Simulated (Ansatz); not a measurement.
# LaAs (model cell, started as CsCl type): a soft mode frozen in, part 2 of 2

Which phase does LaAs (model cell, started as CsCl type) fall into along its unstable mode, and how much energy does it gain?

Ansatz 0.2.0; DFT PBEsol, scalar-relativistic, plane waves, PAW.

So far, highest frequency on the path or at a solved wavevector (cm⁻¹): step 2 (response at finite wavevector) 169. Also lowest frequency on the path (cm⁻¹): step 2 -70.8.

The structure was built from a prototype and need not be the compound's stable phase.

### Step 4. The mode frozen in, largest atomic shift 0.45 Å

The atoms are moved along the unstable eigenvector, the largest shift by 0.45 Å, with the cell fixed.

input.yaml

```yaml
crystal:
  lattice:
    - [-3.6857417172, 0.0, 0.0]
    - [0.0, -3.6857417172, -3.6857417172]
    - [0.0, -3.6857417172, 3.6857417172]
  atoms:
    - { symbol: La, position: [0.8779078854, 1.0, 0.0] }
    - { symbol: La, position: [1.1220921146, 0.5, 0.5] }
    - { symbol: As, position: [0.5, 0.0, 0.5] }
    - { symbol: As, position: [0.5, 0.5, 0.0] }
kpoints:
  mp_grid: { grid: [10, 8, 8] }
hamiltonian:
  xc: pbesol
scf:
  occupations: { method: methfessel_paxton, width: 0.15 }
output:
  forces: true
  stress: true
  eigenvalues: true
```

Run with:

```console
> ansatz run input.yaml --threads 4 --pin off --max-ram 7168MiB --backend cpu --events-out ev --progress --plain --runs-dir out
```

Numbers of over 12 decimals in the logs are rounded to 6 here.

Log:

```text
[...]
Crystal: 4 atoms, lattice volume = 100.139 Å³
Basis set: ecut = 420 eV, 1941 PW (Γ), exchange–correlation on 50×72×72 points (8 copies of the dense FFT grid, shifted against one another)
Bands: 32, of which v1, the nominal top of the filled ones, is band 26 counted from 1 (25 counted from 0)
Symmetry: 16 space group operations
[...]
k-points: 90 of 640
[...]
k-point 0: bands = [... 22 lower, 10.9591, 11.9510, 12.4149, 12.6827, 12.6827, 12.7758, 14.3881, 14.6561, ... 2 higher]
  k-point 1: bands = [... 22 lower, 11.1961, 11.7414, 11.9343, 12.6405, 12.8841, 12.9699, 14.3385, 14.6435, ... 2 higher]
  k-point 2: bands = [... 22 lower, 11.0611, 11.4382, 11.4402, 12.5878, 12.9290, 13.4671, 14.2290, 14.6433, ... 2 higher]
  k-point 89: bands = [... 22 lower, 10.4958, 10.4958, 12.3310, 12.3310, 12.9084, 12.9084, 14.3101, 14.3101, ... 2 higher]
[key lines of the parts left out:]
SCF converged after 7 iterations
Free energy (F): -21953.684378 eV
Fermi energy:    12.688836 eV
P = ⅓ Tr σ = 2.0400 GPa (20.400 kbar)
```

The job ended after 5.2 s (4 threads of Arm Neoverse V2, shared host; peak memory 0.55 GiB; 20 s of CPU time).

Numbers from this step:

```
pressure                         : 2.040 GPa
energy from the undistorted cell : -47.76 meV/atom
```

The energy, extrapolated to zero smearing, is -47.76 meV/atom against the undistorted cell.

The run ends at a pressure of 2.04 GPa, with forces up to 0.071 eV/Å.

### Step 5. Energy along the mode, all amplitudes (two of the runs are shown above)

An imaginary frequency means negative curvature, so the energy should fall and then rise again as anharmonic terms take over.

Numbers from this step:

- depth at the lowest point sampled: 47.76 meV/atom
- largest atomic shift at that point: 0.45 Å

The energy from the parent by largest atomic shift:

```csv
largest atomic shift (Å),energy from the parent (meV/atom)
0.000,0
0.040,-1.00
0.080,-4.31
0.140,-12.4
0.220,-25.6
0.320,-40.8
0.450,-47.8
0.600,-21.9
```

Displacement at unit largest shift by atom:

```csv
atom,x (Å),y (Å),z (Å),size
La1,1.00,0.00,0.00,1.00
La2,-1.00,0.00,0.00,1.00
As3,0.00,0.00,0.00,0.00
As4,0.00,0.00,0.00,0.00
```

The lowest of the steps tried is at 0.45 Å, 47.8 meV/atom below the parent; the bottom of the well need not coincide with a step.

### Step 6. Relaxation from the frozen mode

Starting from the lowest point found, all atoms and the cell are let go, so that strain and other modes of the same symmetry can join in.

input.yaml, as its differences from that of step 4:

```diff
@@ -20 +20,6 @@
   eigenvalues: true
+relax:
+  adjacent_minimum: "off"
+  f_tol: 0.002
+  max_steps: 120
+  cell: { stress_tol: 0.03 }
```

Log:

```text
[...]
Crystal: 4 atoms, lattice volume = 100.139 Å³
Basis set: ecut = 420 eV, 1941 PW (Γ), exchange–correlation on 50×72×72 points (8 copies of the dense FFT grid, shifted against one another)
Bands: 32, of which v1, the nominal top of the filled ones, is band 26 counted from 1 (25 counted from 0)
Symmetry: 16 space group operations
[...]
k-points: 90 of 640
[...]
SCF iter   1: F=—  HF=-21953.688462 eV  |F-HF|=—  |Δ(HF+E_count)|=         —  Δρ=4.53e-3  dr2=1.41e-2  ethr=1.77e-3  ⟨swp⟩=5.5  Hψ=11124  notcnv=0
[...]
SCF iter   7: F=-21953.684378 eV  HF=-21953.684378 eV  |F-HF|=1.52e-9  |Δ(HF+E_count)|=   1.11e-7  S|Δr|=    0.00e0  Δρ=3.53e-6  dr2=1.40e-8  ethr=1.92e-10  ⟨swp⟩=12.6  Hψ=14894  notcnv=0
SCF 1 converged in 7 iterations: F = -21953.684378 eV  dr2 = 1.40e-8
[...]
relax step   1: F+E_penalty+E_count = -21953.68437788 eV  Δ(F+E_penalty+E_count) = +0.000e0 eV  max|allowed force component| = 7.126e-2 eV/Å  Δτ_max = 0.0000 Å  P = +2.040 GPa  Ω = 100.139 Å³  (7 SCF iters, dr2 threshold 1.00e-7 eV, accepted)
Crystal: 4 atoms, lattice volume = 105.372 Å³
Basis set: ecut = 420 eV, 2049 PW (Γ), exchange–correlation on 50×72×72 points (8 copies of the dense FFT grid, shifted against one another)
[...]
SCF iter   6: F=-21953.695830 eV  HF=-21953.695830 eV  |F-HF|=8.12e-8  |Δ(HF+E_count)|=   1.13e-6  S|Δr|=    0.00e0  Δρ=2.21e-5  dr2=3.64e-7  ethr=7.69e-10  ⟨swp⟩=8.8  Hψ=18386  notcnv=0
SCF 2 converged in 6 iterations: F = -21953.695830 eV  dr2 = 3.64e-7
relax step   2: F+E_penalty+E_count = -21953.69583026 eV  Δ(F+E_penalty+E_count) = -1.145e-2 eV  max|allowed force component| = 8.403e-2 eV/Å  Δτ_max = 0.0144 Å  P = -2.130 GPa  Ω = 105.372 Å³  energy of the carried Pulay correction = -3.620e-4 eV  (6 SCF iters, dr2 threshold 4.00e-7 eV, accepted)
Crystal: 4 atoms, lattice volume = 102.626 Å³
Basis set: ecut = 420 eV, 1981 PW (Γ), exchange–correlation on 50×72×72 points (8 copies of the dense FFT grid, shifted against one another)
[...]
SCF iter   6: F=-21953.718690 eV  HF=-21953.718690 eV  |F-HF|=1.21e-8  |Δ(HF+E_count)|=   8.40e-9  S|Δr|=    0.00e0  Δρ=5.29e-6  dr2=3.63e-8  ethr=7.69e-10  ⟨swp⟩=7.8  Hψ=14602  notcnv=0
SCF 3 converged in 6 iterations: F = -21953.718690 eV  dr2 = 3.63e-8
relax step   3: F+E_penalty+E_count = -21953.71869033 eV  Δ(F+E_penalty+E_count) = -2.286e-2 eV  max|allowed force component| = 1.560e-3 eV/Å  Δτ_max = 0.0006 Å  P = -0.203 GPa  Ω = 102.626 Å³  energy of the carried Pulay correction = -1.743e-4 eV  (6 SCF iters, dr2 threshold 4.00e-7 eV, accepted)
[...]
relax step   4: F+E_penalty+E_count = -21953.71896338 eV  Δ(F+E_penalty+E_count) = -2.731e-4 eV  max|allowed force component| = 6.952e-3 eV/Å  Δτ_max = 0.0014 Å  P = -0.011 GPa  Ω = 102.306 Å³  energy of the carried Pulay correction = -1.521e-4 eV  (5 SCF iters, dr2 threshold 1.38e-7 eV, accepted)
[...]
relax step   5: F+E_penalty+E_count = -21953.71901189 eV  Δ(F+E_penalty+E_count) = -4.851e-5 eV  max|allowed force component| = 5.050e-3 eV/Å  Δτ_max = 0.0048 Å  P = -0.003 GPa  Ω = 102.191 Å³  energy of the carried Pulay correction = -1.441e-4 eV  (6 SCF iters, dr2 threshold 8.61e-9 eV, accepted)
[...]
relax step   6: F+E_penalty+E_count = -21953.71902028 eV  Δ(F+E_penalty+E_count) = -8.395e-6 eV  max|allowed force component| = 7.862e-5 eV/Å  Δτ_max = 0.0019 Å  P = -0.000 GPa  Ω = 102.208 Å³  energy of the carried Pulay correction = -1.453e-4 eV  (5 SCF iters, dr2 threshold 1.59e-9 eV, accepted)
[...]
SCF iter   5: F=-21953.719214 eV  HF=-21953.719214 eV  |F-HF|=1.09e-11  |Δ(HF+E_count)|=  1.82e-11  S|Δr|=    0.00e0  Δρ=7.30e-8  dr2=8.19e-12  ethr=1.00e-12  ⟨swp⟩=5.6  Hψ=15273  notcnv=0
SCF 7 converged in 5 iterations: F = -21953.719214 eV  dr2 = 8.19e-12
relax step   7: F+E_penalty+E_count = -21953.71921380 eV  Δ(F+E_penalty+E_count) = -1.935e-4 eV  max|allowed force component| = 5.529e-5 eV/Å  Δτ_max = 0.0000 Å  P = +0.002 GPa  Ω = 102.208 Å³  stress off target by 3.82e-3 GPa  SCF on the basis re-selected at this cell (its energy is not comparable with the rows above)  (5 SCF iters)
basis re-selected at this cell: Δ(F+E_penalty+E_count) = -1.935e-4 eV, ΔP = +0.003 GPa vs the last step (what re-selecting the basis moved, of the pressure what is left beyond the Pulay correction that the steps carried, after the strain that the cell walked since its last selection, with what the two solves' SCF thresholds leave and, on support functions, any second-order correction that the steps lacked; it is no m [...]
SCF converged after 5 iterations
[...]
Free energy (F): -21953.719214 eV
[...]
Internal energy: -21953.720212 eV  (E = F + TS)
E sigma→0 (E₀):  -21953.719463 eV
Entropy (-TS):   0.000998 eV (0.250 meV/atom)
Fermi energy:    12.403086 eV
[...]
--- Forces (eV/Å), atoms counted from 1 ---
  atom   1  La     0.00005529     0.00000000     0.00000000
  atom   2  La    -0.00005529    -0.00000000    -0.00000000
  atom   3  As     0.00000000    -0.00000000    -0.00000000
  atom   4  As    -0.00000000     0.00000000     0.00000000
  max |Σ_I F_I| component: 6.94e-18 eV/Å
--- Stress (GPa, compression-positive) ---
       -0.000321       0.000000       0.000000
        0.000000       0.003818       0.000000
        0.000000       0.000000       0.003818
  P = ⅓ Tr σ = 0.0024 GPa (0.024 kbar)
--- Band table (eV; the first three rows and the last of 90) ---
  k-point 0: bands = [... 22 lower, 10.8053, 11.6437, 12.0906, 12.2361, 12.2361, 12.7175, 14.0765, 14.3073, ... 2 higher]
  k-point 1: bands = [... 22 lower, 11.0051, 11.3959, 11.5608, 12.3144, 12.5709, 12.7742, 14.0499, 14.2876, ... 2 higher]
  k-point 2: bands = [... 22 lower, 10.6926, 11.0764, 11.2467, 12.3402, 12.7539, 13.1158, 13.9597, 14.2808, ... 2 higher]
  k-point 89: bands = [... 22 lower, 10.2559, 10.2559, 11.9327, 11.9327, 12.6448, 12.6448, 13.9025, 13.9025, ... 2 higher]
--- Relaxed structure (6 steps of the walk, 6 accepted, 1 SCFs on fresh bases) ---
  F+E_penalty+E_count = -21953.71921380 eV   max|allowed force component| = 5.529e-5 eV/Å   (the final SCF, on the basis selected at the relaxed cell)
  cell:  # Å, volume = 102.2079 Å³
    - [-3.614436, 0, 0]
    - [0, -3.760165, -3.760165]
    - [0, -3.760165, 3.760165]
  atoms:
    - { symbol: La, position: [0.875339, 1.0, 0.0] }
    - { symbol: La, position: [1.124661, 0.5, 0.5] }
    - { symbol: As, position: [0.5, 0.0, 0.5] }
    - { symbol: As, position: [0.5, 0.5, 0.0] }
```

The job ended after 37 s (4 threads; peak memory 0.59 GiB).

Step by step:

```csv
step,energy less that of the first step (eV),largest force component (eV/Å),pressure (GPa),volume (Å³)
1,0.0000,0.0713,2.04,100.14
2,-0.0115,0.0840,-2.13,105.37
3,-0.0343,0.0016,-0.20,102.63
4,-0.0346,0.0070,-0.01,102.31
5,-0.0346,0.0050,0.00,102.19
6,-0.0346,0.0001,0.00,102.21
7*,-0.0348,0.0001,0.00,102.21
```

Relaxation steps marked * repeat the geometry before them on a plane-wave basis chosen anew for their cell, so energy and pressure can jump there.

Forces are held to the 16 operations that the run works with; a distortion that breaks them can't arise in this run.

```csv
cell as run,before,after,change
a (Å),3.686,3.614,-1.9 %
b (Å),5.212,5.318,+2.0 %
c (Å),5.212,5.318,+2.0 %
volume (Å³/atom),25.03,25.55,+2.1 %
```

The relaxed structure:

```xyz
4
Lattice="-3.6144 0.0000 0.0000 0.0000 -3.7602 -3.7602 0.0000 -3.7602 3.7602" Properties=species:S:1:pos:R:3 pbc="T T T"
La   -3.1639   -3.7602   -3.7602
La   -4.0650   -3.7602    0.0000
As   -1.8072   -1.8801    1.8801
As   -1.8072   -1.8801   -1.8801
```

This step gave:

```
pressure        : 0.002439 GPa
volume per atom : 25.55 Å³
```

The distorted start has space group P4/nmm; the relaxation ends in P4/nmm.

### Step 7. The new phase in its own primitive cell

The relaxed structure is symmetrised, reduced to its primitive cell and relaxed tightly, as its phonons need.

input.yaml, the sections that differ from step 6:

```yaml
crystal:
  lattice:
    - [5.3176757042, 0.0, 0.0]
    - [0.0, 5.3176757042, 0.0]
    - [0.0, 0.0, 3.6144361691]
  atoms:
    - { symbol: La, position: [0.0, 0.5, 0.8753390237] }
    - { symbol: La, position: [0.5, 0.0, 0.1246609763] }
    - { symbol: As, position: [0.0, 0.0, 0.5] }
    - { symbol: As, position: [0.5, 0.5, 0.5] }
kpoints:
  mp_grid: { grid: [8, 8, 10] }
relax:
  adjacent_minimum: "off"
  f_tol: 0.001
  max_steps: 60
  cell: { stress_tol: 0.01 }
# hamiltonian, scf, output: as in step 6
```

Log:

```text
[...]
Crystal: 4 atoms, lattice volume = 102.208 Å³
Basis set: ecut = 420 eV, 1957 PW (Γ), exchange–correlation on 72×72×50 points (8 copies of the dense FFT grid, shifted against one another)
Bands: 32, of which v1, the nominal top of the filled ones, is band 26 counted from 1 (25 counted from 0)
Symmetry: 16 space group operations
[...]
k-points: 90 of 640
[...]
--- Relaxed structure (1 steps of the walk, 1 accepted, 1 SCFs on fresh bases) ---
[...]
cell:  # Å, volume = 102.2079 Å³
    - [5.3176757042, 0.0, 0.0]
    - [0.0, 5.3176757042, 0.0]
    - [0.0, 0.0, 3.6144361691]
  atoms:
    - { symbol: La, position: [0.0, 0.5, 0.8753390237] }
    - { symbol: La, position: [0.5, 0.0, 0.1246609763] }
    - { symbol: As, position: [0.0, 0.0, 0.500000] }
    - { symbol: As, position: [0.5, 0.5, 0.500000] }
[key lines of the parts left out:]
SCF converged after 6 iterations
Free energy (F): -21953.719214 eV
Fermi energy:    12.403087 eV
P = ⅓ Tr σ = 0.0024 GPa (0.024 kbar)
```

Elapsed: 11 s, on 4 threads; peak memory 0.58 GiB.

Little changed from the start: no atom moved by 0.005 Å and no cell edge by 0.1 %.

The largest force component left is 0.055 meV/Å and the pressure is 0.002 GPa, within the tolerances set. The cell now holds 25.55 Å³/atom.

### Step 8. Modes of the new phase, k-mesh 8×8×10

A relaxed structure may still be a saddle point, so its zone-centre modes are computed. No field response is asked, since the mesh shows no gap.

input.yaml, as its differences from that of step 7:

```diff
@@ -17,9 +17,4 @@
 output:
-  forces: true
-  stress: true
   eigenvalues: true
-relax:
-  adjacent_minimum: "off"
-  f_tol: 0.001
-  max_steps: 60
-  cell: { stress_tol: 0.01 }
+phonons:
+  method: dfpt
```

Log:

```text
zone centre: on kpoints.mp_grid the ground state, and the responses unless they are solved on pairs of k-points, stand on 150 of the mesh's 640 k-points, reduced under 4 symmetry operations, with k and −k counted as one. Each operation leaves every solved displacement unchanged or reverses it
[...]
Crystal: 4 atoms, lattice volume = 102.208 Å³
Basis set: ecut = 420 eV, 1957 PW (Γ), exchange–correlation on 72×72×50 points (8 copies of the dense FFT grid, shifted against one another)
Bands: 32, of which v1, the nominal top of the filled ones, is band 26 counted from 1 (25 counted from 0)
Symmetry: 16 space group operations
k-points: 150 of 640 (irreducible under 4 space group operations, time reversal used)
[...]
SCF iter   1: F=—  HF=-21953.724754 eV  |F-HF|=—  |Δ(HF+E_count)|=         —  Δρ=4.46e-3  dr2=2.06e-2  ethr=1.77e-3  ⟨swp⟩=5.5  Hψ=18328  notcnv=0
[...]
SCF iter  10: F=-21953.719214 eV  HF=-21953.719214 eV  |F-HF|=7.28e-12  |Δ(HF+E_count)|=  3.64e-12  S|Δr|=    0.00e0  Δρ=3.51e-8  dr2=1.35e-12  ethr=1.00e-12  ⟨swp⟩=13.4  Hψ=27893  notcnv=0
SCF 1 converged in 10 iterations: F = -21953.719214 eV  dr2 = 1.35e-12
[...]
DFPT response loops at Γ: preconditioner auto → Kerker (q_TF=auto, 2.438 Å⁻¹) (partly filled bands, converged f_vac=0.000); β = 1.00, the filter's whole step (`scf.mixing.beta` (0.50) is not read by the response loops under this deck's `scf.mixing.preconditioner`; to damp them name `kerker` or `kerker_dos`, under which they read `scf.mixing.beta`, and type it under 1.00, their step now; both keys bind the ground state too); Broyden in place of MSR1
SCF converged after 10 iterations
[...]
Free energy (F): -21953.719214 eV
[...]
Internal energy: -21953.720212 eV  (E = F + TS)
E sigma→0 (E₀):  -21953.719463 eV
Entropy (-TS):   0.000998 eV (0.250 meV/atom)
Fermi energy:    12.403087 eV
[...]
--- Band table (eV; the first three rows and the last of 150) ---
  k-point 0: bands = [... 22 lower, 10.8053, 11.6437, 12.0906, 12.2361, 12.2361, 12.7175, 14.0765, 14.3073, ... 2 higher]
  k-point 1: bands = [... 22 lower, 10.7310, 11.7240, 12.0262, 12.1118, 12.1118, 12.3545, 13.7376, 14.3494, ... 2 higher]
  k-point 2: bands = [... 22 lower, 10.1422, 10.7758, 11.7887, 11.7887, 11.9578, 13.1156, 13.8927, 14.4113, ... 2 higher]
  k-point 149: bands = [... 22 lower, 10.2559, 10.2559, 11.9327, 11.9327, 12.6448, 12.6448, 13.9025, 13.9025, ... 2 higher]
--- Phonons (Γ-DFPT): 4 representative perturbations + reference, on 150 of 640 k-points (Σ response iterations 12) ---
  k mesh reduced under 4 symmetry operations, with k and −k counted as one. Each operation leaves every solved displacement unchanged or reverses it
  ASR residual: 6.195e-5 → 0.000e0 eV/Å²; symmetrization residual: 2.006e-6 eV/Å²
  ASR residual per site (eV/Å²): 6.19e-5 6.19e-5 3.84e-6 3.84e-6
  Γ frequencies (cm⁻¹): 0.00 0.00 0.00 64.30 77.64 90.22 90.22 124.77 138.03 138.03 170.65 170.65
  non-analytic LO–TO correction: not included (Born effective charges unavailable; polar crystals: no LO–TO splitting at Γ)
```

It took 78 s on 4 threads; peak memory 2.1 GiB; 4.9 min of CPU time.

Numbers from this step:

```yaml
sum_rule_residual_before_enforcement: 6.19e-5 eV/Å²
point_group: 4/mmm
highest_optical_mode_at_the_zone_centre_no_lo_to_term: 170.7 cm⁻¹
lowest_optical_zone_centre_mode: 64.3 cm⁻¹
```

Patterns of degenerate modes are one choice out of their space. Modes at Γ, with each element's share of the kinetic energy:

```csv
mode,frequency (cm⁻¹),symmetry,La %,As %
1,0.0,acoustic,65,35
2,0.0,acoustic,65,35
3,0.0,acoustic,65,35
4,64.3,B1g,0,100
5,77.6,A1g,100,0
6,90.2,Eg,79,21
7,90.2,Eg,79,21
8,124.8,A2u,35,65
9,138.0,Eu,35,65
10,138.0,Eu,35,65
11,170.7,Eg,21,79
12,170.7,Eg,21,79
```

Displacements in mode 4 (64.3 cm⁻¹), the largest set to 1:
```
La1  0.00  0.00  0.00
La2  0.00  0.00  0.00
As3  0.00  0.00  1.00
As4  0.00  0.00 -1.00
```

Displacements in mode 9 (138.0 cm⁻¹), the largest set to 1:
```
La1  0.00 -0.54  0.00
La2  0.00 -0.54  0.00
As3  0.00  1.00  0.00
As4  0.00  1.00  0.00
```

Before it was imposed, the acoustic sum rule was missed by 6.2e-5 eV/Å². Small misses are needed for a sound result but don't prove that mesh and cutoff are converged. The lowest optical mode is real, 64.3 cm⁻¹.

### Step 9. Outcome

| Item | Value |
| --- | --- |
| unstable mode of the parent | q = (0, -0.5, -0.5), 70i cm⁻¹ |
| depth at the lowest point sampled | 47.8 meV/atom |
| largest atomic shift at that point | 0.45 Å |
| space group reached (within 0.01 Å) | P4/nmm |
| energy gained over the parent (first relaxation, on the mesh of the frozen mode) | 56.4 meV/atom |
| volume per atom, phase reached | 25.6 Å³ |
| lowest optical zone-centre mode, phase reached | 64.3 cm⁻¹ |
| highest optical mode at the zone centre (no LO-TO term), phase reached | 171 cm⁻¹ |

**Reading.** Along this mode the structure falls into P4/nmm, 56.4 meV/atom below the parent. At the parent's cell the well is 47.76 meV/atom deep on the steps tried, with its lowest point at a shift of 0.45 Å. Relaxing atoms and cell changes the gain by +8.68 meV/atom against the lowest step (energies at zero smearing). The new phase has no imaginary mode at the zone centre of its cell; other wavevectors were not checked. Of the 2 patterns followed to their end from this parent, this one reaches the lowest energy. Each path keeps the symmetry of its pattern, so a lower phase may lie along a pattern not tried. With no gap, or one that is small against the smearing, the frequencies hang on the k mesh and the smearing, most of all near Kohn anomalies. A semilocal functional can close a gap that the real compound would have, so the metallic treatment may be an artefact of the level. Spin-orbit coupling is left out, which can matter for the heavy elements here. A phonon run warned that its eigensolver left some bands unconverged in a pass. The starting cell was built on a prototype and not taken from a measurement, so the phase need not exist.

[Logs are printed without paths, hosts, clocks, repeated set-up lines and the standing remarks that a program may print on its own settings, such as how far it seeks lower states.]

[Hosts, paths, dates, database ids (printed as entryN), source tags and the programs' standing remarks are cut or masked in the printed files.]
